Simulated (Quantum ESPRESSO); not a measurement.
**KBr (Fm-3m): a worked LO-TO splitting**

How high does the longitudinal optical mode of KBr (Fm-3m) lie, given the transverse one, the Born charge and ε∞?

Method: DFT LDA, scalar-relativistic, plane waves, PseudoDojo norm-conserving pseudopotentials, in Quantum ESPRESSO 7.5.

## 1. The relaxed structure

It takes space group Fm-3m (No. 225, cubic). Conventional cell: a = 6.370 Å, b = 6.370 Å, c = 6.370 Å, α = 90.00°, β = 90.00°, γ = 90.00°. K has 6 Br at 3.18 Å nearest. Nearest to Br lie 6 K at 3.18 Å. Farther neighbours and most contacts between anions are not listed.

As a file:

```xyz
2
Lattice="-3.1850 0.0000 3.1850 0.0000 3.1850 3.1850 -3.1850 3.1850 0.0000" Properties=species:S:1:pos:R:3 pbc="T T T"
K     0.0000    0.0000    0.0000
Br   -3.1850    3.1850    3.1850
```

This is the cell after its relaxation at this level of theory, not the database cell from which that began.

## 2. What the response run gave

A linear-response run on the relaxed cell, with the response to an electric field; only its zone-centre results are used. Cutoff 79 Ry, k mesh 8×8×8.

Output:

```text
[banners, grids, parts of the stress and lines that vanish by symmetry left out]
Program PHONON v.7.5
     Reading xml data from directory:

[...]
Exchange-correlation= PW
                           (   1   4   0   0   0   0   0)
[...]
kinetic-energy cut-off    =      79.0000  Ry
     charge density cut-off    =     316.0000  Ry
     convergence threshold     =      1.0E-18
[...]
Exchange-correlation= PW
                           (   1   4   0   0   0   0   0)
[...]
q = (   0.0000000   0.0000000   0.0000000 )
     49 Sym.Ops. (with q -> -q+G )
     G cutoff =  579.9150  (  41151 G-vectors)     FFT grid: ( 50, 50, 50)
     number of k points=    29
[...]
Mode symmetry, O_h (m-3m)  point group:
[...]
Dielectric constant
[...]
End of electric fields calculation
          Dielectric constant in cartesian axis
          (       2.762462115      -0.000000000       0.000000000 )
          (      -0.000000000       2.762462115       0.000000000 )
          (       0.000000000       0.000000000       2.762462115 )
          Effective charges (d Force / dE) in cartesian axis without acoustic sum rule applied (asr)
           atom    1  K     Mean Z*:        1.10200
      Ex  (        1.10200       -0.00000       -0.00000 )
      Ey  (       -0.00000        1.10200        0.00000 )
      Ez  (       -0.00000        0.00000        1.10200 )
           atom    2  Br    Mean Z*:       -1.10291
      Ex  (       -1.10291       -0.00000       -0.00000 )
      Ey  (       -0.00000       -1.10291        0.00000 )
      Ez  (       -0.00000        0.00000       -1.10291 )
          Effective charges Sum: Mean:       -0.00092
[...]
Effective charges (d Force / dE) in cartesian axis with asr applied:
           atom    1  K     Mean Z*:        1.10246
[...]
atom    2  Br    Mean Z*:       -1.10246
[...]
Representation #   1 modes #   1   2   3
[...]
End of self-consistent calculation
     Convergence has been achieved
     Representation #   2 modes #   4   5   6
[...]
End of self-consistent calculation
     Convergence has been achieved
[...]
Dielectric constant in cartesian axis
          (       2.762462115      -0.000000000       0.000000000 )
          (      -0.000000000       2.762462115       0.000000000 )
          (       0.000000000       0.000000000       2.762462115 )
          Effective charges (d Force / dE) in cartesian axis without acoustic sum rule applied (asr)
           atom    1  K     Mean Z*:        1.10200
      Ex  (        1.10200       -0.00000       -0.00000 )
      Ey  (       -0.00000        1.10200        0.00000 )
      Ez  (       -0.00000        0.00000        1.10200 )
           atom    2  Br    Mean Z*:       -1.10291
      Ex  (       -1.10291       -0.00000       -0.00000 )
      Ey  (       -0.00000       -1.10291        0.00000 )
      Ez  (       -0.00000        0.00000       -1.10291 )
          Effective charges Sum: Mean:       -0.00092
[...]
Effective charges (d Force / dE) in cartesian axis with asr applied:
           atom    1  K     Mean Z*:        1.10246
[...]
atom    2  Br    Mean Z*:       -1.10246
[...]
q = (    0.000000000   0.000000000   0.000000000 )
[...]
freq (    1) =      -0.024794 [THz] =      -0.827027 [cm-1]
     freq (    2) =      -0.024794 [THz] =      -0.827027 [cm-1]
     freq (    3) =      -0.024794 [THz] =      -0.827027 [cm-1]
     freq (    4) =       3.898806 [THz] =     130.050175 [cm-1]
     freq (    5) =       3.898806 [THz] =     130.050175 [cm-1]
     freq (    6) =       3.898806 [THz] =     130.050175 [cm-1]
[...]
Mode symmetry, O_h (m-3m)  point group:
     freq (   1-   3) =         -0.8  [cm-1]   --> T_1u G_15  G_4- I
     freq (   4-   6) =        130.1  [cm-1]   --> T_1u G_15  G_4- I

   JOB DONE.
```

| quantity | value |
| --- | --- |
| cell volume Ω (Å³) | 64.617 |
| mass of K (u) | 39.098 |
| mass of Br (u) | 79.904 |
| Born charge of K, raw (e) | 1.102 |
| Born charge of Br, raw (e) | -1.103 |
| ε∞ | 2.763 |
| ω(TO) after the sum rule (cm⁻¹) | 130.1 |

## 3. The calculation

The charges must sum to zero over the cell; taking off their mean, 0.000 e, leaves Z* = 1.102 e on K. In the polar mode K moves against Br, so the reduced mass is μ = 39.10 × 79.90 / 119.00 = 26.253 u.

A longitudinal wave builds up a field that adds to the restoring force: ω(LO)² = ω(TO)² + 4π Z*² / (μ Ω ε∞), in Hartree atomic units. With μ = 47855 electron masses and Ω = 436.05 bohr³ the second term is 2.6494e-07 Ha², or 12762 cm⁻² (1 Ha = 219474.6 cm⁻¹).

So ω(LO) = √(16916 + 12762) = 172.3 cm⁻¹, and by the Lyddane-Sachs-Teller relation ε₀ = ε∞ (ω(LO)/ω(TO))² = 4.85.

## 4. Check against the program

The analysis program adds the same non-analytic term to the full matrix, here for q along (1 0 0).

Output:

```text
[banner, memory and clock lines left out]
Program DYNMAT v.7.5

     Reading Dynamical Matrix from file g.dyn
     ...Force constants read
     ...epsilon and Z* read

     Polarizability (A^3 units)
     multiply by 0.629926 for Clausius-Mossotti correction
         9.062621   -0.000000    0.000000
        -0.000000    9.062621    0.000000
         0.000000    0.000000    9.062621

     IR activities are in (D/A)^2/amu units

# mode   [cm-1]    [THz]      IR
    1     -0.00   -0.0000    0.0000
    2     -0.00   -0.0000    0.0000
    3      0.00    0.0000    0.0000
    4    130.06    3.8990    1.0681
    5    130.06    3.8990    1.0681
    6    172.27    5.1646    1.0681
```

ε₀ comes from the program's run without a direction of q.

| quantity | by hand | program |
| --- | --- | --- |
| ω(LO) (cm⁻¹) | 172.3 | 172.3 |
| ε₀ | 4.85 | 4.85 |

## 5. Outcome

| Quantity | Value |
| --- | --- |
| TO mode | 130.1 cm⁻¹ |
| LO mode | 172.3 cm⁻¹ |
| static dielectric constant | 4.847 |

The LO mode of KBr (Fm-3m) lies at 172 cm⁻¹, 42 cm⁻¹ above the TO mode; the formula meets the program within 0.1 cm⁻¹, as it must for a cubic crystal with one polar mode. ω(LO)² − ω(TO)² goes with Z*²/ε∞: an error of 5 % in ε∞ would move the LO mode by 1.8 cm⁻¹, and semilocal functionals tend to overestimate ε∞. These are harmonic values at zero temperature, at the volume of this functional, for the structure held cubic; stability elsewhere in the zone is no part of this calculation.

[Host names and launcher messages were left out of these logs when they were recorded.]

[Logs are printed without paths, hosts, clocks, repeated set-up lines and the standing remarks that a program may print on its own settings, such as how far it seeks lower states.]

[Hosts, paths, dates, database ids (printed as entryN), source tags and the programs' standing remarks are cut or masked in the printed files.]
